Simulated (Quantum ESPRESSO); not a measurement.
**BaFeO3: cost and accuracy of the plane-wave cutoff**

Wanted: the cheapest choice of the plane-wave cutoff that holds the magnetic results of BaFeO3.

Program: Quantum ESPRESSO 7.5. Level of theory: LDA with U = 4.5 eV on Fe d (ortho-atomic projectors); plane waves with GBRV 1.5 LDA potentials, no spin-orbit coupling (settings of the first rung). Results are calculated unless marked as measured.

Most raw output is cut from this account.

### 1. The structure

The structure is cubic, space group Pm-3m (No. 221). Conventional cell: a = 3.952 Å, b = 3.952 Å, c = 3.952 Å, α = 90.00°, β = 90.00°, γ = 90.00°. Ba has 12 O at 2.79 Å nearest. Nearest to Fe lie 6 O at 1.98 Å. Nearest to O lie 2 Fe at 1.98 Å and 4 Ba at 2.79 Å. Farther neighbours and most contacts between anions are not listed.

The cell comes from Materials Project 2023-11-01, a database of computed structures, and need not be the stable phase.

### 2. Rung 1, start ferro +

Contents of pw.in:

```
&CONTROL
  calculation = 'scf'
  prefix = 'pwscf'
  outdir = './tmp'
  pseudo_dir = './pseudo'
  disk_io = 'nowf'
/
&SYSTEM
  ibrav = 0
  celldm(1) = 8
  nat = 5
  ntyp = 3
  ecutwfc = 18
  ecutrho = 126
  nbnd = 33
  occupations = 'smearing'
  smearing = 'fd'
  degauss = 0.00999582
  nspin = 2
  starting_magnetization(1) = 0
  starting_magnetization(2) = 0.25
  starting_magnetization(3) = 0
/
&ELECTRONS
  conv_thr = 1d-08
  electron_maxstep = 150
  mixing_beta = 0.3
/
ATOMIC_SPECIES
Ba    137.3270 ba_lda_v1.uspp.F.UPF
Fe     55.8450 fe_lda_v1.5.uspp.F.UPF
O      15.9990 o_lda_v1.2.uspp.F.UPF
CELL_PARAMETERS alat
   0.9334223469669    0.0000000000000    0.0000000000000
   0.0000000000000    0.9334223469669    0.0000000000000
   0.0000000000000    0.0000000000000    0.9334223469669
ATOMIC_POSITIONS crystal
Ba      0.0000000000    0.0000000000    0.0000000000
Fe      0.5000000000    0.5000000000    0.5000000000
O       0.0000000000    0.5000000000    0.5000000000
O       0.5000000000    0.0000000000    0.5000000000
O       0.5000000000    0.5000000000    0.0000000000
K_POINTS automatic
6 6 6 0 0 0
HUBBARD {ortho-atomic}
U Fe-3d 4.5000
```

The run is started by

```
$ OMP_NUM_THREADS=1 mpirun -n 2 pw.x -nk 2 -in pw.in > pw.out
```

Elapsed: 19 s, on 2 MPI ranks of Intel Xeon Platinum 8175M at 2.50GHz (Skylake/Cascade Lake), shared host; peak memory 0.2 GiB; 37 s of CPU time.

Spin moment in the atom's sphere by atom:

```tsv
atom	spin moment in the atom's sphere (μB)
Ba1	0.02
Fe2	3.46
O3	0.15
O4	0.15
O5	0.15
```

This step gave:

* magnetization: 4.298 μB
* final state: ferromagnetic

### 3. Rung 1, start antiferro q=(1/2,1/2,1/2) +-

The wavevector q is in fractions of the reciprocal vectors of the crystal's primitive cell, as the cells of these inputs are built from it; moments change sign between cells as cos(2π q·R).

Contents of pw.in:

```
&CONTROL
  calculation = 'scf'
  prefix = 'pwscf'
  outdir = './tmp'
  pseudo_dir = './pseudo'
  disk_io = 'nowf'
/
&SYSTEM
  ibrav = 0
  celldm(1) = 8
  nat = 10
  ntyp = 4
  ecutwfc = 18
  ecutrho = 126
  nbnd = 58
  occupations = 'smearing'
  smearing = 'fd'
  degauss = 0.00999582
  nspin = 2
  starting_magnetization(1) = 0
  starting_magnetization(2) = 0.25
  starting_magnetization(3) = -0.25
  starting_magnetization(4) = 0
/
&ELECTRONS
  conv_thr = 2d-08
  electron_maxstep = 150
  mixing_beta = 0.3
/
ATOMIC_SPECIES
Ba    137.3270 ba_lda_v1.uspp.F.UPF
Fe1    55.8450 fe_lda_v1.5.uspp.F.UPF
Fe2    55.8450 fe_lda_v1.5.uspp.F.UPF
O      15.9990 o_lda_v1.2.uspp.F.UPF
CELL_PARAMETERS alat
   1.8668446939339    0.0000000000000    0.0000000000000
   0.9334223469669    0.9334223469669    0.0000000000000
   0.9334223469669    0.0000000000000    0.9334223469669
ATOMIC_POSITIONS crystal
Ba      0.0000000000    0.0000000000    0.0000000000
Ba      0.5000000000    0.0000000000    0.0000000000
Fe1     0.7500000000    0.5000000000    0.5000000000
Fe2     0.2500000000    0.5000000000    0.5000000000
O       0.5000000000    0.5000000000    0.5000000000
O       0.0000000000    0.5000000000    0.5000000000
O       0.0000000000    0.0000000000    0.5000000000
O       0.5000000000    0.0000000000    0.5000000000
O       0.0000000000    0.5000000000    0.0000000000
O       0.5000000000    0.5000000000    0.0000000000
K_POINTS automatic
3 6 6 0 0 0
HUBBARD {ortho-atomic}
U Fe1-3d 4.5000
U Fe2-3d 4.5000
```

Run time: 58 s. Hardware: 2 MPI ranks; peak memory 0.34 GiB; 1.9 min of CPU time.

Spin moment in the atom's sphere by atom:

```tsv
atom	spin moment in the atom's sphere (μB)
Ba1	0.00
Ba2	0.00
Fe3	3.51
Fe4	-3.51
O5	0.00
O6	0.00
O7	0.00
O8	0.00
O9	0.00
O10	0.00
```

Numbers from this step:

```yaml
magnetization: 0 μB
final_state: antiferromagnetic
```

### 4. Rung 2, start ferro +

Contents of pw.in:

```
&CONTROL
  calculation = 'scf'
  prefix = 'pwscf'
  outdir = './tmp'
  pseudo_dir = './pseudo'
  disk_io = 'nowf'
/
&SYSTEM
  ibrav = 0
  celldm(1) = 8
  nat = 5
  ntyp = 3
  ecutwfc = 24
  ecutrho = 168
  nbnd = 33
  occupations = 'smearing'
  smearing = 'fd'
  degauss = 0.00999582
  nspin = 2
  starting_magnetization(1) = 0
  starting_magnetization(2) = 0.25
  starting_magnetization(3) = 0
/
&ELECTRONS
  conv_thr = 1d-08
  electron_maxstep = 150
  mixing_beta = 0.3
/
ATOMIC_SPECIES
Ba    137.3270 ba_lda_v1.uspp.F.UPF
Fe     55.8450 fe_lda_v1.5.uspp.F.UPF
O      15.9990 o_lda_v1.2.uspp.F.UPF
CELL_PARAMETERS alat
   0.9334223469669    0.0000000000000    0.0000000000000
   0.0000000000000    0.9334223469669    0.0000000000000
   0.0000000000000    0.0000000000000    0.9334223469669
ATOMIC_POSITIONS crystal
Ba      0.0000000000    0.0000000000    0.0000000000
Fe      0.5000000000    0.5000000000    0.5000000000
O       0.0000000000    0.5000000000    0.5000000000
O       0.5000000000    0.0000000000    0.5000000000
O       0.5000000000    0.5000000000    0.0000000000
K_POINTS automatic
6 6 6 0 0 0
HUBBARD {ortho-atomic}
U Fe-3d 4.5000
```

The job ended after 22 s (2 MPI ranks; peak memory 0.28 GiB).

Read from the output:

* magnetization: 4.214 μB
* final state: ferromagnetic
* largest moment: 3.601 μB

### 5. Rung 2, start antiferro q=(1/2,1/2,1/2) +-

Contents of pw.in:

```
&CONTROL
  calculation = 'scf'
  prefix = 'pwscf'
  outdir = './tmp'
  pseudo_dir = './pseudo'
  disk_io = 'nowf'
/
&SYSTEM
  ibrav = 0
  celldm(1) = 8
  nat = 10
  ntyp = 4
  ecutwfc = 24
  ecutrho = 168
  nbnd = 58
  occupations = 'smearing'
  smearing = 'fd'
  degauss = 0.00999582
  nspin = 2
  starting_magnetization(1) = 0
  starting_magnetization(2) = 0.25
  starting_magnetization(3) = -0.25
  starting_magnetization(4) = 0
/
&ELECTRONS
  conv_thr = 2d-08
  electron_maxstep = 150
  mixing_beta = 0.3
/
ATOMIC_SPECIES
Ba    137.3270 ba_lda_v1.uspp.F.UPF
Fe1    55.8450 fe_lda_v1.5.uspp.F.UPF
Fe2    55.8450 fe_lda_v1.5.uspp.F.UPF
O      15.9990 o_lda_v1.2.uspp.F.UPF
CELL_PARAMETERS alat
   1.8668446939339    0.0000000000000    0.0000000000000
   0.9334223469669    0.9334223469669    0.0000000000000
   0.9334223469669    0.0000000000000    0.9334223469669
ATOMIC_POSITIONS crystal
Ba      0.0000000000    0.0000000000    0.0000000000
Ba      0.5000000000    0.0000000000    0.0000000000
Fe1     0.7500000000    0.5000000000    0.5000000000
Fe2     0.2500000000    0.5000000000    0.5000000000
O       0.5000000000    0.5000000000    0.5000000000
O       0.0000000000    0.5000000000    0.5000000000
O       0.0000000000    0.0000000000    0.5000000000
O       0.5000000000    0.0000000000    0.5000000000
O       0.0000000000    0.5000000000    0.0000000000
O       0.5000000000    0.5000000000    0.0000000000
K_POINTS automatic
3 6 6 0 0 0
HUBBARD {ortho-atomic}
U Fe1-3d 4.5000
U Fe2-3d 4.5000
```

The job ended after 49 s (2 MPI ranks; peak memory 0.35 GiB).

Numbers from this step:

| Quantity | Value |
| --- | --- |
| magnetization | 0 μB |
| final state | antiferromagnetic |
| largest moment | 3.609 μB |

### 6. Rung 3, start ferro +

Contents of pw.in:

```
&CONTROL
  calculation = 'scf'
  prefix = 'pwscf'
  outdir = './tmp'
  pseudo_dir = './pseudo'
  disk_io = 'nowf'
/
&SYSTEM
  ibrav = 0
  celldm(1) = 8
  nat = 5
  ntyp = 3
  ecutwfc = 32
  ecutrho = 224
  nbnd = 33
  occupations = 'smearing'
  smearing = 'fd'
  degauss = 0.00999582
  nspin = 2
  starting_magnetization(1) = 0
  starting_magnetization(2) = 0.25
  starting_magnetization(3) = 0
/
&ELECTRONS
  conv_thr = 1d-08
  electron_maxstep = 150
  mixing_beta = 0.3
/
ATOMIC_SPECIES
Ba    137.3270 ba_lda_v1.uspp.F.UPF
Fe     55.8450 fe_lda_v1.5.uspp.F.UPF
O      15.9990 o_lda_v1.2.uspp.F.UPF
CELL_PARAMETERS alat
   0.9334223469669    0.0000000000000    0.0000000000000
   0.0000000000000    0.9334223469669    0.0000000000000
   0.0000000000000    0.0000000000000    0.9334223469669
ATOMIC_POSITIONS crystal
Ba      0.0000000000    0.0000000000    0.0000000000
Fe      0.5000000000    0.5000000000    0.5000000000
O       0.0000000000    0.5000000000    0.5000000000
O       0.5000000000    0.0000000000    0.5000000000
O       0.5000000000    0.5000000000    0.0000000000
K_POINTS automatic
6 6 6 0 0 0
HUBBARD {ortho-atomic}
U Fe-3d 4.5000
```

Wall time 30 s (2 MPI ranks); peak memory 0.25 GiB.

Read from the output:

```
magnetization  : 4.178 μB
final state    : ferromagnetic
largest moment : 3.579 μB
```

### 7. Rung 3, start antiferro q=(1/2,1/2,1/2) +-

Contents of pw.in:

```
&CONTROL
  calculation = 'scf'
  prefix = 'pwscf'
  outdir = './tmp'
  pseudo_dir = './pseudo'
  disk_io = 'nowf'
/
&SYSTEM
  ibrav = 0
  celldm(1) = 8
  nat = 10
  ntyp = 4
  ecutwfc = 32
  ecutrho = 224
  nbnd = 58
  occupations = 'smearing'
  smearing = 'fd'
  degauss = 0.00999582
  nspin = 2
  starting_magnetization(1) = 0
  starting_magnetization(2) = 0.25
  starting_magnetization(3) = -0.25
  starting_magnetization(4) = 0
/
&ELECTRONS
  conv_thr = 2d-08
  electron_maxstep = 150
  mixing_beta = 0.3
/
ATOMIC_SPECIES
Ba    137.3270 ba_lda_v1.uspp.F.UPF
Fe1    55.8450 fe_lda_v1.5.uspp.F.UPF
Fe2    55.8450 fe_lda_v1.5.uspp.F.UPF
O      15.9990 o_lda_v1.2.uspp.F.UPF
CELL_PARAMETERS alat
   1.8668446939339    0.0000000000000    0.0000000000000
   0.9334223469669    0.9334223469669    0.0000000000000
   0.9334223469669    0.0000000000000    0.9334223469669
ATOMIC_POSITIONS crystal
Ba      0.0000000000    0.0000000000    0.0000000000
Ba      0.5000000000    0.0000000000    0.0000000000
Fe1     0.7500000000    0.5000000000    0.5000000000
Fe2     0.2500000000    0.5000000000    0.5000000000
O       0.5000000000    0.5000000000    0.5000000000
O       0.0000000000    0.5000000000    0.5000000000
O       0.0000000000    0.0000000000    0.5000000000
O       0.5000000000    0.0000000000    0.5000000000
O       0.0000000000    0.5000000000    0.0000000000
O       0.5000000000    0.5000000000    0.0000000000
K_POINTS automatic
3 6 6 0 0 0
HUBBARD {ortho-atomic}
U Fe1-3d 4.5000
U Fe2-3d 4.5000
```

Elapsed: 88 s, on 2 MPI ranks; peak memory 0.54 GiB.

This step gave:

```yaml
magnetization: 0 μB
final_state: antiferromagnetic
largest_moment: 3.571 μB
```

### 8. Rung 4, start ferro +

Contents of pw.in:

```
&CONTROL
  calculation = 'scf'
  prefix = 'pwscf'
  outdir = './tmp'
  pseudo_dir = './pseudo'
  disk_io = 'nowf'
/
&SYSTEM
  ibrav = 0
  celldm(1) = 8
  nat = 5
  ntyp = 3
  ecutwfc = 40
  ecutrho = 280
  nbnd = 33
  occupations = 'smearing'
  smearing = 'fd'
  degauss = 0.00999582
  nspin = 2
  starting_magnetization(1) = 0
  starting_magnetization(2) = 0.25
  starting_magnetization(3) = 0
/
&ELECTRONS
  conv_thr = 1d-08
  electron_maxstep = 150
  mixing_beta = 0.3
/
ATOMIC_SPECIES
Ba    137.3270 ba_lda_v1.uspp.F.UPF
Fe     55.8450 fe_lda_v1.5.uspp.F.UPF
O      15.9990 o_lda_v1.2.uspp.F.UPF
CELL_PARAMETERS alat
   0.9334223469669    0.0000000000000    0.0000000000000
   0.0000000000000    0.9334223469669    0.0000000000000
   0.0000000000000    0.0000000000000    0.9334223469669
ATOMIC_POSITIONS crystal
Ba      0.0000000000    0.0000000000    0.0000000000
Fe      0.5000000000    0.5000000000    0.5000000000
O       0.0000000000    0.5000000000    0.5000000000
O       0.5000000000    0.0000000000    0.5000000000
O       0.5000000000    0.5000000000    0.0000000000
K_POINTS automatic
6 6 6 0 0 0
HUBBARD {ortho-atomic}
U Fe-3d 4.5000
```

Run time: 39 s. Hardware: 2 MPI ranks; peak memory 0.43 GiB.

Numbers from this step:

```yaml
magnetization: 4.177 μB
final_state: ferromagnetic
largest_moment: 3.579 μB
```

### 9. Rung 4, start antiferro q=(1/2,1/2,1/2) +-

Contents of pw.in:

```
&CONTROL
  calculation = 'scf'
  prefix = 'pwscf'
  outdir = './tmp'
  pseudo_dir = './pseudo'
  disk_io = 'nowf'
/
&SYSTEM
  ibrav = 0
  celldm(1) = 8
  nat = 10
  ntyp = 4
  ecutwfc = 40
  ecutrho = 280
  nbnd = 58
  occupations = 'smearing'
  smearing = 'fd'
  degauss = 0.00999582
  nspin = 2
  starting_magnetization(1) = 0
  starting_magnetization(2) = 0.25
  starting_magnetization(3) = -0.25
  starting_magnetization(4) = 0
/
&ELECTRONS
  conv_thr = 2d-08
  electron_maxstep = 150
  mixing_beta = 0.3
/
ATOMIC_SPECIES
Ba    137.3270 ba_lda_v1.uspp.F.UPF
Fe1    55.8450 fe_lda_v1.5.uspp.F.UPF
Fe2    55.8450 fe_lda_v1.5.uspp.F.UPF
O      15.9990 o_lda_v1.2.uspp.F.UPF
CELL_PARAMETERS alat
   1.8668446939339    0.0000000000000    0.0000000000000
   0.9334223469669    0.9334223469669    0.0000000000000
   0.9334223469669    0.0000000000000    0.9334223469669
ATOMIC_POSITIONS crystal
Ba      0.0000000000    0.0000000000    0.0000000000
Ba      0.5000000000    0.0000000000    0.0000000000
Fe1     0.7500000000    0.5000000000    0.5000000000
Fe2     0.2500000000    0.5000000000    0.5000000000
O       0.5000000000    0.5000000000    0.5000000000
O       0.0000000000    0.5000000000    0.5000000000
O       0.0000000000    0.0000000000    0.5000000000
O       0.5000000000    0.0000000000    0.5000000000
O       0.0000000000    0.5000000000    0.0000000000
O       0.5000000000    0.5000000000    0.0000000000
K_POINTS automatic
3 6 6 0 0 0
HUBBARD {ortho-atomic}
U Fe1-3d 4.5000
U Fe2-3d 4.5000
```

Elapsed: 2.5 min, on 2 MPI ranks; peak memory 0.69 GiB; 5 min of CPU time.

Read from the output:

- magnetization: 0 μB
- final state: antiferromagnetic
- largest moment: 3.571 μB

### 10. Rung 5, start ferro +

Contents of pw.in:

```
&CONTROL
  calculation = 'scf'
  prefix = 'pwscf'
  outdir = './tmp'
  pseudo_dir = './pseudo'
  disk_io = 'nowf'
/
&SYSTEM
  ibrav = 0
  celldm(1) = 8
  nat = 5
  ntyp = 3
  ecutwfc = 56
  ecutrho = 392
  nbnd = 33
  occupations = 'smearing'
  smearing = 'fd'
  degauss = 0.00999582
  nspin = 2
  starting_magnetization(1) = 0
  starting_magnetization(2) = 0.25
  starting_magnetization(3) = 0
/
&ELECTRONS
  conv_thr = 1d-08
  electron_maxstep = 150
  mixing_beta = 0.3
/
ATOMIC_SPECIES
Ba    137.3270 ba_lda_v1.uspp.F.UPF
Fe     55.8450 fe_lda_v1.5.uspp.F.UPF
O      15.9990 o_lda_v1.2.uspp.F.UPF
CELL_PARAMETERS alat
   0.9334223469669    0.0000000000000    0.0000000000000
   0.0000000000000    0.9334223469669    0.0000000000000
   0.0000000000000    0.0000000000000    0.9334223469669
ATOMIC_POSITIONS crystal
Ba      0.0000000000    0.0000000000    0.0000000000
Fe      0.5000000000    0.5000000000    0.5000000000
O       0.0000000000    0.5000000000    0.5000000000
O       0.5000000000    0.0000000000    0.5000000000
O       0.5000000000    0.5000000000    0.0000000000
K_POINTS automatic
6 6 6 0 0 0
HUBBARD {ortho-atomic}
U Fe-3d 4.5000
```

Wall time 81 s (2 MPI ranks); peak memory 0.56 GiB.

Numbers from this step:

| Property | Result |
| --- | --- |
| magnetization | 4.177 μB |
| final state | ferromagnetic |
| largest moment | 3.579 μB |

### 11. Rung 5, start antiferro q=(1/2,1/2,1/2) +-

Contents of pw.in:

```
&CONTROL
  calculation = 'scf'
  prefix = 'pwscf'
  outdir = './tmp'
  pseudo_dir = './pseudo'
  disk_io = 'nowf'
/
&SYSTEM
  ibrav = 0
  celldm(1) = 8
  nat = 10
  ntyp = 4
  ecutwfc = 56
  ecutrho = 392
  nbnd = 58
  occupations = 'smearing'
  smearing = 'fd'
  degauss = 0.00999582
  nspin = 2
  starting_magnetization(1) = 0
  starting_magnetization(2) = 0.25
  starting_magnetization(3) = -0.25
  starting_magnetization(4) = 0
/
&ELECTRONS
  conv_thr = 2d-08
  electron_maxstep = 150
  mixing_beta = 0.3
/
ATOMIC_SPECIES
Ba    137.3270 ba_lda_v1.uspp.F.UPF
Fe1    55.8450 fe_lda_v1.5.uspp.F.UPF
Fe2    55.8450 fe_lda_v1.5.uspp.F.UPF
O      15.9990 o_lda_v1.2.uspp.F.UPF
CELL_PARAMETERS alat
   1.8668446939339    0.0000000000000    0.0000000000000
   0.9334223469669    0.9334223469669    0.0000000000000
   0.9334223469669    0.0000000000000    0.9334223469669
ATOMIC_POSITIONS crystal
Ba      0.0000000000    0.0000000000    0.0000000000
Ba      0.5000000000    0.0000000000    0.0000000000
Fe1     0.7500000000    0.5000000000    0.5000000000
Fe2     0.2500000000    0.5000000000    0.5000000000
O       0.5000000000    0.5000000000    0.5000000000
O       0.0000000000    0.5000000000    0.5000000000
O       0.0000000000    0.0000000000    0.5000000000
O       0.5000000000    0.0000000000    0.5000000000
O       0.0000000000    0.5000000000    0.0000000000
O       0.5000000000    0.5000000000    0.0000000000
K_POINTS automatic
3 6 6 0 0 0
HUBBARD {ortho-atomic}
U Fe1-3d 4.5000
U Fe2-3d 4.5000
```

The job ended after 3.7 min (2 MPI ranks; peak memory 1.1 GiB).

Numbers from this step:

- magnetization: 0 μB
- final state: antiferromagnetic
- largest moment: 3.571 μB

### 12. An input with a fault

One input was spoiled on purpose, to see how the program answers.

Contents of pw.in:

```
&CONTROL
  calculation = 'scf'
  prefix = 'pwscf'
  outdir = './tmp'
  pseudo_dir = './pseudo'
  disk_io = 'nowf'
/
&SYSTEM
  ibrav = 0
  nat = 5
  ntyp = 3
  ecutwfc = 40
  ecutrho = 280
  nbnd = 33
  occupations = 'smearing'
  smearing = 'fd'
  degauss = 0.29399458
  nspin = 2
  starting_magnetization(1) = 0
  starting_magnetization(2) = 0.25
  starting_magnetization(3) = 0
/
&ELECTRONS
  conv_thr = 1d-08
  electron_maxstep = 50
  mixing_beta = 0.3
/
ATOMIC_SPECIES
Ba    137.3270 ba_lda_v1.uspp.F.UPF
Fe     55.8450 fe_lda_v1.5.uspp.F.UPF
O      15.9990 o_lda_v1.2.uspp.F.UPF
CELL_PARAMETERS angstrom
   3.9515666733    0.0000000000    0.0000000000
   0.0000000000    3.9515666733    0.0000000000
   0.0000000000    0.0000000000    3.9515666733
ATOMIC_POSITIONS crystal
Ba      0.0000000000    0.0000000000    0.0000000000
Fe      0.5000000000    0.5000000000    0.5000000000
O       0.0000000000    0.5000000000    0.5000000000
O       0.5000000000    0.0000000000    0.5000000000
O       0.5000000000    0.5000000000    0.0000000000
K_POINTS automatic
6 6 6 0 0 0
HUBBARD {ortho-atomic}
U Fe-3d 4.5000
```

Run time: 46 s. Hardware: 2 MPI ranks; peak memory 0.43 GiB.

The run converged, but its input is faulty, so its numbers are not to be trusted.

The fault in the input: a smearing of electronvolts.

### 13. The rungs together

Ladder, by row:

```tsv
rung	cutoff (eV)	state from the first start	state from the second start	second less first (meV a seeded atom)	moment, first (μB)	moment, second (μB)	CPU time (s)
1	245	ferromagnetic	antiferromagnetic	219.2	3.459	3.511	151.7
2	327	ferromagnetic	antiferromagnetic	161.9	3.601	3.609	140
3	435	ferromagnetic	antiferromagnetic	209.1	3.579	3.571	235
4	544	ferromagnetic	antiferromagnetic	211	3.579	3.571	379.5
5	762	ferromagnetic	antiferromagnetic	210.6	3.579	3.571	601.8
```

### 14. What came out

```yaml
range_of_the_largest_moment_first_start: 3.46 to 3.60 μB; second start 3.51 to 3.61 μB
range_of_cpu_time: 2.3 min to 10 min
range_of_the_energy_difference: 162 to 219 meV a seeded atom
first_rung_that_agrees_with_the_last_margins_below: 3
```

In words: From rung 3 on the states are those of the last rung, the moments stay within 0.05 μB of it and the difference within 11 meV; rung 3 took 39 % of its CPU time. Energies are free energies at an electronic temperature of 1580 K, which lowers moments and differences where the moments are itinerant. The smearing term is large for its width, so states at the Fermi level are partly filled: at this level the cell is a metal or has a gap of a few widths at most.

[Logs and program files are shortened in this print: banners, set-up blocks, solver, clock and traceback lines can be left out without a mark of their own.]

[Logs are printed without paths, hosts, clocks, repeated set-up lines and the standing remarks that a program may print on its own settings, such as how far it seeks lower states.]

[Hosts, paths, dates, database ids (printed as entryN), source tags and the programs' standing remarks are cut or masked in the printed files.]

[Where a cell is said to come from a database of computed structures, the database is the Materials Project.]
